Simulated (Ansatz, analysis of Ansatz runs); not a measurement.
# Cu-H pair in ZnO: local vibrational mode, LDA

How near does this set-up come to the measured local vibrational mode? Subject: Cu-H pair in ZnO. Set-up: LDA, 72-site cell, LDA lattice, 420 eV, k: the single point 1/4 1/4 1/4. The model is a cell of 72 host atoms with Cu put on another atom's site and H put in between. The frequencies come from force constants among the defect atom and its neighbours, with the masses of the isotopes named. A local or semilocal functional is the cheapest first rung.

What was measured. O-H stretch, 1H: 3191.8 cm⁻¹, by IR absorption (quoted in “Hydrogen-related defects in hydrothermally grown ZnO studied by Fourier Transform Infrared Spectroscopy”, 2010, Halvard Haug, quoting earlier work (1978)). O-D stretch, 2H: 2379 cm⁻¹, by IR absorption (quoted in “Hydrogen-related defects in hydrothermally grown ZnO studied by Fourier Transform Infrared Spectroscopy”, 2010, Halvard Haug, quoting earlier work (1978)).

Method: plane-wave PAW DFT, LDA; relaxation of all atoms of a defect supercell, in Ansatz 0.2.0.

### Step 1. The structure

The cell holds 73 atoms: 35 Zn, 36 O, 1 Cu and 1 H. Cell: a = 9.560 Å, b = 9.560 Å, c = 10.307 Å, α = 90.0°, β = 90.0°, γ = 120.0°. It derives from ZnO (space group P6_3mc). Nearest the centre at fractional (0.521, 0.375, 0.481): H73 at 0.61 Å, Cu38 at 1.06 Å, O28 at 1.59 Å, O39 at 2.22 Å, O60 at 2.23 Å, O36 at 2.23 Å, Zn25 at 2.70 Å, Zn30 at 2.71 Å.

The host's primitive cell comes from a first run (plane-wave PAW DFT, LDA; relaxation of the host's cell and atoms): vectors of 3.187, 3.187 and 5.154 Å. That is 11.33 Å³ an atom, 4.8 % under the diffraction cell's volume. The supercell is built on it.

### Step 2. Relaxation, charge 0

Every later number rests on the structure around the defect, so the atoms are relaxed at the host's lattice first.

relax/input.yaml

```yaml
relax:
  f_tol: 0.01
  max_steps: 80
  random_displacement: { amplitude: 0.02, seed: 90 }
crystal:
  lattice:
    - [9.56031254, 0.0, 0.0]
    - [-4.78015627, 8.27947353, 0.0]
    - [0.0, 0.0, 10.30720229]
  atoms:
    - { symbol: Zn, position: [0.111111111, 0.222222222, 0.250171756] }
    - { symbol: Zn, position: [0.222222222, 0.111111111, 0.000171756] }
    - { symbol: O, position: [0.222222222, 0.111111111, 0.189333244] }
    - { symbol: O, position: [0.111111111, 0.222222222, 0.439333244] }
    - { symbol: Zn, position: [0.111111111, 0.222222222, 0.750171756] }
    - { symbol: Zn, position: [0.222222222, 0.111111111, 0.500171756] }
    - { symbol: O, position: [0.222222222, 0.111111111, 0.689333244] }
    - { symbol: O, position: [0.111111111, 0.222222222, 0.939333244] }
    - { symbol: Zn, position: [0.111111111, 0.555555556, 0.250171756] }
    - { symbol: Zn, position: [0.222222222, 0.444444444, 0.000171756] }
    - { symbol: O, position: [0.222222222, 0.444444444, 0.189333244] }
    - { symbol: O, position: [0.111111111, 0.555555556, 0.439333244] }
    - { symbol: Zn, position: [0.111111111, 0.555555556, 0.750171756] }
    - { symbol: Zn, position: [0.222222222, 0.444444444, 0.500171756] }
    - { symbol: O, position: [0.222222222, 0.444444444, 0.689333244] }
    - { symbol: O, position: [0.111111111, 0.555555556, 0.939333244] }
    - { symbol: Zn, position: [0.111111111, 0.888888889, 0.250171756] }
    - { symbol: Zn, position: [0.222222222, 0.777777778, 0.000171756] }
    - { symbol: O, position: [0.222222222, 0.777777778, 0.189333244] }
    - { symbol: O, position: [0.111111111, 0.888888889, 0.439333244] }
    - { symbol: Zn, position: [0.111111111, 0.888888889, 0.750171756] }
    - { symbol: Zn, position: [0.222222222, 0.777777778, 0.500171756] }
    - { symbol: O, position: [0.222222222, 0.777777778, 0.689333244] }
    - { symbol: O, position: [0.111111111, 0.888888889, 0.939333244] }
    - { symbol: Zn, position: [0.444444444, 0.222222222, 0.250171756] }
    - { symbol: Zn, position: [0.555555556, 0.111111111, 0.000171756] }
    - { symbol: O, position: [0.555555556, 0.111111111, 0.189333244] }
    - { symbol: O, position: [0.43013194, 0.193597214, 0.431610489] }
    - { symbol: Zn, position: [0.444444444, 0.222222222, 0.750171756] }
    - { symbol: Zn, position: [0.555555556, 0.111111111, 0.500171756] }
    - { symbol: O, position: [0.555555556, 0.111111111, 0.689333244] }
    - { symbol: O, position: [0.444444444, 0.222222222, 0.939333244] }
    - { symbol: Zn, position: [0.444444444, 0.555555556, 0.250171756] }
    - { symbol: Zn, position: [0.555555556, 0.444444444, 0.000171756] }
    - { symbol: O, position: [0.555555556, 0.444444444, 0.189333244] }
    - { symbol: O, position: [0.444444444, 0.555555556, 0.439333244] }
    - { symbol: Zn, position: [0.444444444, 0.555555556, 0.750171756] }
    - { symbol: Cu, position: [0.581318063, 0.49596946, 0.514064953] }
    - { symbol: O, position: [0.555555556, 0.444444444, 0.689333244] }
    - { symbol: O, position: [0.444444444, 0.555555556, 0.939333244] }
    - { symbol: Zn, position: [0.444444444, 0.888888889, 0.250171756] }
    - { symbol: Zn, position: [0.555555556, 0.777777778, 0.000171756] }
    - { symbol: O, position: [0.555555556, 0.777777778, 0.189333244] }
    - { symbol: O, position: [0.444444444, 0.888888889, 0.439333244] }
    - { symbol: Zn, position: [0.444444444, 0.888888889, 0.750171756] }
    - { symbol: Zn, position: [0.555555556, 0.777777778, 0.500171756] }
    - { symbol: O, position: [0.555555556, 0.777777778, 0.689333244] }
    - { symbol: O, position: [0.444444444, 0.888888889, 0.939333244] }
    - { symbol: Zn, position: [0.777777778, 0.222222222, 0.250171756] }
    - { symbol: Zn, position: [0.888888889, 0.111111111, 0.000171756] }
    - { symbol: O, position: [0.888888889, 0.111111111, 0.189333244] }
    - { symbol: O, position: [0.777777778, 0.222222222, 0.439333244] }
    - { symbol: Zn, position: [0.777777778, 0.222222222, 0.750171756] }
    - { symbol: Zn, position: [0.888888889, 0.111111111, 0.500171756] }
    - { symbol: O, position: [0.888888889, 0.111111111, 0.689333244] }
    - { symbol: O, position: [0.777777778, 0.222222222, 0.939333244] }
    - { symbol: Zn, position: [0.777777778, 0.555555556, 0.250171756] }
    - { symbol: Zn, position: [0.888888889, 0.444444444, 0.000171756] }
    - { symbol: O, position: [0.888888889, 0.444444444, 0.189333244] }
    - { symbol: O, position: [0.777777778, 0.555555556, 0.439333244] }
    - { symbol: Zn, position: [0.777777778, 0.555555556, 0.750171756] }
    - { symbol: Zn, position: [0.888888889, 0.444444444, 0.500171756] }
    - { symbol: O, position: [0.888888889, 0.444444444, 0.689333244] }
    - { symbol: O, position: [0.777777778, 0.555555556, 0.939333244] }
    - { symbol: Zn, position: [0.777777778, 0.888888889, 0.250171756] }
    - { symbol: Zn, position: [0.888888889, 0.777777778, 0.000171756] }
    - { symbol: O, position: [0.888888889, 0.777777778, 0.189333244] }
    - { symbol: O, position: [0.777777778, 0.888888889, 0.439333244] }
    - { symbol: Zn, position: [0.777777778, 0.888888889, 0.750171756] }
    - { symbol: Zn, position: [0.888888889, 0.777777778, 0.500171756] }
    - { symbol: O, position: [0.888888889, 0.777777778, 0.689333244] }
    - { symbol: O, position: [0.777777778, 0.888888889, 0.939333244] }
    - { symbol: H, position: [0.485994001, 0.305320999, 0.461955244] }
basis:
  ecutwfc: 420
  xc_grid: 2
hamiltonian:
  xc: lda
kpoints:
  mp_grid: { grid: [1, 1, 1], shift: [0.25, 0.25, 0.25] }
scf:
  occupations: { method: fermi_dirac, width: 0.01 }
  max_iter: 120
output:
  forces: true
checkpoint:
  write: "../relax.run"
  compress: false
  write_wavefunctions: true
  write_every: 100000
```

The run is started by

```sh
$ ansatz run input.yaml --threads 2 --pin off --max-ram 4710MiB --backend cpu --events-out ev --progress --plain --runs-dir out
```

Numbers of over 12 decimals in the logs are rounded to 6 here.

Output:

```text
[... repeated set-up lines and file paths are left out, and long positions are rounded to six places ...]
Engine: ansatz 0.2.0, aarch64-unknown-linux-gnu
Pseudopotentials: kind: paw
Pseudopotential: Zn, paw, valence charge 12, recommended cutoff 420 eV (normal), Zn.paw.azcp
Pseudopotential: O, paw, valence charge 6, recommended cutoff 420 eV (normal), O.paw.azcp
Pseudopotential: Cu, paw, valence charge 19, recommended cutoff 420 eV (normal), Cu.paw.azcp
Pseudopotential: H, paw, valence charge 1, recommended cutoff 420 eV (normal), H.paw.azcp
Functional definition: SPW92
  exchange = slater_x
  correlation = pw_c
Crystal: 73 atoms, lattice volume = 815.860 Å³
Basis set: ecut = 420 eV, 15935 PW (Γ), exchange–correlation on 128×128×144 points (8 copies of the dense FFT grid, shifted against one another)
Bands: 401, of which v1, the nominal top of the filled ones, is band 328 counted from 1 (327 counted from 0)
Symmetry: 1 space group operations
k-points: 1
Non-local potential: Zn, projectors of the file, l = 0: 2, l = 1: 2, l = 2: 3, l = 3: 1
Non-local potential: O, projectors of the file, l = 0: 2, l = 1: 2, l = 2: 1
Non-local potential: Cu, projectors of the file, l = 0: 3, l = 1: 2, l = 2: 3, l = 3: 1
Non-local potential: H, projectors of the file, l = 0: 2, l = 1: 1
PAW form: soft (Blöchl's): semilocal exchange-correlation on the pseudo side does not see the compensation charge
PAW frozen core: Zn, regenerated for the run's functional, and the local potential with it (the file was generated under x = pbe(κ = 0.804, μ = 0.219515), c = pbe(β = 0.066725))
PAW frozen core: O, regenerated for the run's functional, and the local potential with it (the file was generated under x = pbe(κ = 0.804, μ = 0.219515), c = pbe(β = 0.066725))
PAW frozen core: Cu, regenerated for the run's functional, and the local potential with it (the file was generated under x = pbe(κ = 0.804, μ = 0.219515), c = pbe(β = 0.066725))
PAW one-centre angular grid: Zn, 590 points (default); XC on 64 Gauss nodes
PAW one-centre angular grid: O, 110 points (default); XC on 64 Gauss nodes
PAW one-centre angular grid: Cu, 590 points (default); XC on 64 Gauss nodes
PAW one-centre angular grid: H, 110 points (default); XC on 64 Gauss nodes
Initial density: superposition of atomic densities (neutral atoms: chi_scale 0, normalization atom), corrected by the library's trained network
Initial wavefunctions: pseudopotential atomic-orbital guess
Functional: x = slater, c = lda
SCF iter   1: F=—  HF=-140194.769625 eV  |F-HF|=—  |Δ(HF+E_count)|=         —  Δρ=1.96e-2  dr2=2.75e0  ethr=1.77e-3  ⟨swp⟩=6.0  Hψ=1663  notcnv=0
preconditioner: auto → Resta (q_TF=auto, 2.631 Å⁻¹)  ε∞=7.7  [insulator: Δε(μ)=1.285 eV  Ē_g=12.812 eV  σ=0.010 eV  W_gap=1.00  n_scr=242 (ndim 8)  ℏωp=33.1 eV  f_vac=0.029  D(μ)=0.00/eV (n_scr^D=0)  ε∞_Penn≈7.7]
SCF iter   2: F=—  HF=-140194.046627 eV  |F-HF|=—  |Δ(HF+E_count)|=   7.23e-1  Δρ=4.35e-3  dr2=9.09e-2  ethr=4.19e-4  ⟨swp⟩=3.0  Hψ=791  notcnv=0  defer=67
SCF iter   3: F=—  HF=-140194.023317 eV  |F-HF|=—  |Δ(HF+E_count)|=   2.33e-2  Δρ=2.57e-3  dr2=5.40e-2  ethr=1.39e-5  ⟨swp⟩=2.0  Hψ=668  notcnv=0  defer=67
SCF iter   4: F=—  HF=-140194.026124 eV  |F-HF|=—  |Δ(HF+E_count)|=   2.81e-3  Δρ=4.14e-3  dr2=8.39e-2  ethr=8.22e-6  ⟨swp⟩=3.0  Hψ=680  notcnv=0  defer=67
SCF iter   5: F=—  HF=-140194.008200 eV  |F-HF|=—  |Δ(HF+E_count)|=   1.79e-2  Δρ=3.99e-4  dr2=1.88e-3  ethr=8.22e-6  ⟨swp⟩=2.0  Hψ=796  notcnv=0  defer=67
SCF iter   6: F=—  HF=-140194.009262 eV  |F-HF|=—  |Δ(HF+E_count)|=   1.06e-3  Δρ=2.88e-4  dr2=7.81e-4  ethr=2.86e-7  ⟨swp⟩=2.0  Hψ=662  notcnv=0  defer=67
SCF iter   7: F=—  HF=-140194.009089 eV  |F-HF|=—  |Δ(HF+E_count)|=   1.72e-4  Δρ=8.77e-5  dr2=6.19e-5  ethr=1.19e-7  ⟨swp⟩=2.0  Hψ=662  notcnv=0  defer=67
SCF iter   8: F=—  HF=-140194.009081 eV  |F-HF|=—  |Δ(HF+E_count)|=   7.85e-6  Δρ=5.54e-5  dr2=1.91e-5  ethr=9.43e-9  ⟨swp⟩=2.0  Hψ=658  notcnv=0  defer=67
SCF iter   9: F=—  HF=-140194.009083 eV  |F-HF|=—  |Δ(HF+E_count)|=   1.84e-6  Δρ=3.04e-5  dr2=6.97e-6  ethr=2.91e-9  ⟨swp⟩=2.0  Hψ=662  notcnv=0  defer=67
SCF iter  10: F=-140194.009081 eV  HF=-140194.009082 eV  |F-HF|=5.77e-7  |Δ(HF+E_count)|=   1.35e-6  Δρ=1.00e-5  dr2=6.65e-7  ethr=3.81e-10  ⟨swp⟩=3.0  Hψ=1487  notcnv=0
SCF 1 converged in 10 iterations: F = -140194.009081 eV  dr2 = 6.65e-7
  greatest PAW one-centre occupation: 1.000 electrons in one spin orbital (limit 2), on the Cu atom at site 37 (counted from 0), in its partial waves of l = 1
relax step   1: F+E_penalty+E_count = -140194.00908132 eV  Δ(F+E_penalty+E_count) = +0.000e0 eV  max|allowed force component| = 1.553e0 eV/Å  Δτ_max = 0.0000 Å  (10 SCF iters, dr2 threshold 2.50e-6 eV, accepted)
[... the SCF cycles and remarks between the steps are left out from here to the last step ...]
relax step   2: F+E_penalty+E_count = -140194.37381049 eV  Δ(F+E_penalty+E_count) = -3.647e-1 eV  max|allowed force component| = 9.616e-1 eV/Å  Δτ_max = 0.0757 Å  (6 SCF iters, dr2 threshold 1.00e-4 eV, accepted)
relax step   3: F+E_penalty+E_count = -140194.65068014 eV  Δ(F+E_penalty+E_count) = -2.769e-1 eV  max|allowed force component| = 2.291e-1 eV/Å  Δτ_max = 0.1639 Å  (7 SCF iters, dr2 threshold 5.78e-5 eV, accepted)
relax step   4: F+E_penalty+E_count = -140194.66208055 eV  Δ(F+E_penalty+E_count) = -1.140e-2 eV  max|allowed force component| = 2.216e-1 eV/Å  Δτ_max = 0.1099 Å  (8 SCF iters, dr2 threshold 3.28e-6 eV, accepted)
relax step   5: F+E_penalty+E_count = -140194.67094935 eV  Δ(F+E_penalty+E_count) = -8.869e-3 eV  max|allowed force component| = 8.481e-2 eV/Å  Δτ_max = 0.0294 Å  (7 SCF iters, dr2 threshold 3.07e-6 eV, accepted)
relax step   6: F+E_penalty+E_count = -140194.68033260 eV  Δ(F+E_penalty+E_count) = -9.383e-3 eV  max|allowed force component| = 1.879e-1 eV/Å  Δτ_max = 0.1415 Å  (9 SCF iters, dr2 threshold 1.05e-6 eV, accepted)
relax step   7: F+E_penalty+E_count = -140194.68587250 eV  Δ(F+E_penalty+E_count) = -5.540e-3 eV  max|allowed force component| = 1.738e-1 eV/Å  Δτ_max = 0.0692 Å  (8 SCF iters, dr2 threshold 5.17e-6 eV, accepted)
relax step   8: F+E_penalty+E_count = -140194.69701700 eV  Δ(F+E_penalty+E_count) = -1.114e-2 eV  max|allowed force component| = 7.467e-2 eV/Å  Δτ_max = 0.0540 Å  (6 SCF iters, dr2 threshold 2.58e-5 eV, accepted)
relax step   9: F+E_penalty+E_count = -140194.69792690 eV  Δ(F+E_penalty+E_count) = -9.099e-4 eV  max|allowed force component| = 8.962e-3 eV/Å  Δτ_max = 0.0171 Å  (6 SCF iters, dr2 threshold 1.03e-6 eV, accepted)
iter 1 solved again at ethr=8.90e-11 eV; its pass at ethr=3.10e-3 eV (dr2=5.84e-7 eV) is discarded
SCF iter   1: F=—  HF=-140194.697927 eV  |F-HF|=—  |Δ(HF+E_count)|=         —  Δρ=6.90e-6  dr2=5.83e-7  ethr=8.90e-11  ⟨swp⟩=1.0  Hψ=1116  notcnv=0  defer=67
SCF iter   2: F=—  HF=-140194.697927 eV  |F-HF|=—  |Δ(HF+E_count)|=   3.70e-8  Δρ=5.22e-6  dr2=3.13e-7  ethr=8.89e-11  ⟨swp⟩=2.0  Hψ=661  notcnv=0  defer=67
SCF iter   3: F=—  HF=-140194.697927 eV  |F-HF|=—  |Δ(HF+E_count)|=   4.05e-9  Δρ=3.19e-6  dr2=1.46e-7  ethr=4.77e-11  ⟨swp⟩=2.0  Hψ=662  notcnv=0  defer=67
SCF iter   4: F=—  HF=-140194.697927 eV  |F-HF|=—  |Δ(HF+E_count)|=   1.38e-8  Δρ=6.13e-6  dr2=2.13e-7  ethr=1.52e-11  ⟨swp⟩=4.0  Hψ=1389  notcnv=0
SCF iter   5: F=-140194.697927 eV  HF=-140194.697927 eV  |F-HF|=7.57e-10  |Δ(HF+E_count)|=   4.55e-8  Δρ=8.24e-7  dr2=4.25e-9  ethr=1.52e-11  ⟨swp⟩=3.0  Hψ=1399  notcnv=0
SCF 10 converged in 5 iterations: F = -140194.697927 eV  dr2 = 4.25e-9
relax step  10: F+E_penalty+E_count = -140194.69792721 eV  Δ(F+E_penalty+E_count) = -3.086e-7 eV  max|allowed force component| = 9.021e-3 eV/Å  Δτ_max = 0.0000 Å  (5 SCF iters, accepted)
NSCF: frozen V_eff on 1 k-points
the band table was solved once a step of the walk had ended and its energy, with any forces and stress, was formed, with the checks that follow a solve (1311 applications of the Hamiltonian). They found nothing against the state; [...]
SCF converged after 5 iterations
Free energy (F): -140194.697927 eV
Harris-Foulkes:  -140194.697927 eV  (|F-HF|=7.57e-10)
Internal energy: -140194.697927 eV  (E = F + TS)
E sigma→0 (E₀):  -140194.697927 eV
Fermi energy:    9.159332 eV
--- Per-component energies (eV) ---
  E_band       = 751.367326
  E_kinetic    = 11205.333643
  E_local      = -74672.591951  (includes V_loc(G=0)·N_el)
  E_nonlocal   = 23976.558184
  E_hartree    = 30756.166806
  E_xc         = -7428.631736
  E_vxc        = -5329.904198  (∫ρ·V_xc dr)
  E_paw        = -68500.880993  (= ΣΔE_a)
  E_vpaw       = -15940.440608  (= ΣTr[D̂ρ^β])
  E_aug_tail   = 0.077478  (compensation charges beyond the density's cutoff)
  E_ewald      = -55589.168137
  E_core_change = 58.438780  (= ΣΔE_core)
  E_smearing   = -0.000000  (= −TS)
  E_closure    = 0.000000  (closes the sum)
  Σ components = -140194.697927   (vs F -140194.697927, Δ=0.00e0)
--- Forces (eV/Å), atoms counted from 1 ---
  atom   1  Zn     0.00019545     0.00028377    -0.00017350
  atom   2  Zn    -0.00066500    -0.00062578     0.00015572
  [... 3 atoms left out ...]
  atom   6  Zn     0.00058662    -0.00083135    -0.00076123
  [... 18 atoms left out ...]
  atom  25  Zn    -0.00124695     0.00090319     0.00198405
  [... 2 atoms left out ...]
  atom  28  O      0.00001573    -0.00542562    -0.00255144
  atom  29  Zn    -0.00133690     0.00106659     0.00134806
  atom  30  Zn    -0.00006986     0.00151663     0.00040897
  [... 5 atoms left out ...]
  atom  36  O      0.00682601    -0.00217870     0.00152480
  [... 1 atom left out ...]
  atom  38  Cu    -0.00132730    -0.00660819     0.00011874
  atom  39  O      0.00055230     0.00079847    -0.00902085
  [... 20 atoms left out ...]
  atom  60  O     -0.00519151    -0.00037349     0.00414171
  [... 12 atoms left out ...]
  atom  73  H     -0.00161594     0.00637778     0.00059335
  max |Σ_I F_I| component: 2.26e-5 eV/Å
--- Band table (eV) ---
  k-point 0: bands = ["-101.9233", "-59.9932", "-59.8005", "-59.5229", [... 393 left out ...] "17.7537", "17.7682", "17.8039", "17.8497"]
--- Relaxed structure (10 steps of the walk, 10 accepted, 0 SCFs on fresh bases) ---
  F+E_penalty+E_count = -140194.69792721 eV   max|allowed force component| = 9.021e-3 eV/Å
  atoms:
    - { symbol: Zn, position: [0.110010, 0.222096, 0.249984] }
    - { symbol: Zn, position: [0.219532, 0.109793, -0.001317] }
    [... 3 atoms left out ...]
    - { symbol: Zn, position: [0.211174, 0.105009, 0.502270] }
    [... 18 atoms left out ...]
    - { symbol: Zn, position: [0.442006, 0.218518, 0.236484] }
    [... 2 atoms left out ...]
    - { symbol: O, position: [0.432591, 0.201671, 0.430167] }
    - { symbol: Zn, position: [0.441327, 0.220707, 0.750955] }
    - { symbol: Zn, position: [0.558833, 0.104713, 0.501470] }
    [... 5 atoms left out ...]
    - { symbol: O, position: [0.448714, 0.551128, 0.440968] }
    [... 1 atom left out ...]
    - { symbol: Cu, position: [0.622167, 0.511062, 0.539450] }
    - { symbol: O, position: [0.547453, 0.445326, 0.706738] }
    [... 20 atoms left out ...]
    - { symbol: O, position: [0.793490, 0.565293, 0.428478] }
    [... 12 atoms left out ...]
    - { symbol: H, position: [0.488721, 0.318152, 0.458013] }
```

Wall time 7.1 min (2 threads of Arm Neoverse V1, shared host); peak memory 2.1 GiB.

[end of part 1 of 2]

[Logs are printed without paths, hosts, clocks, repeated set-up lines and the standing remarks that a program may print on its own settings, such as how far it seeks lower states.]

[Hosts, paths, dates, database ids (printed as entryN), source tags and the programs' standing remarks are cut or masked in the printed files.]

[For some hosts the program warned that the k-mesh of the response run may be too coarse for force constants and the static dielectric constant; such warnings are not shown here.]
